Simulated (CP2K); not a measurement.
The C K edge of fluorocarbonylacetylene was computed by TDDFT (CP2K XAS_TDP, aug-cc-pVDZ, TDA) at these levels: PBEh(45%), PBEh(45%) + GW2X and PBEh(60%). The first three lines of C1 (bonded to C and H) with a strength over 0.0015, energy in eV and strength:

```
run           first          second           third
  1  281.02 (0.050)  282.39 (0.050)  285.44 (0.009)
  2  287.10 (0.049)  288.47 (0.049)  291.52 (0.009)
  3  285.06 (0.059)  286.37 (0.058)  290.04 (0.013)
```

Which run is which?

Run 1: PBEh(45%) (45 % exact exchange). Run 2: PBEh(45%) + GW2X (45 % exact exchange). Run 3: PBEh(60%) (60 % exact exchange). Self-interaction lifts the core level, so the uncorrected lines rise with the share of exact exchange. The GW2X run keeps the spacings of its parent: 1.37 eV between the first two lines in run 2, 1.37 eV in run 1. Its shift is +6.08 eV, since the Kohn–Sham level at this share of exchange lies that far above the quasiparticle level.

[Banner, clock and machine lines of the logs are left out without a mark of their own.]

[Logs are printed without paths, hosts, clocks, repeated set-up lines and the standing remarks that a program may print on its own settings, such as how far it seeks lower states.]

[Hosts, paths, dates, database ids (printed as entryN), source tags and the programs' standing remarks are cut or masked in the printed files.]
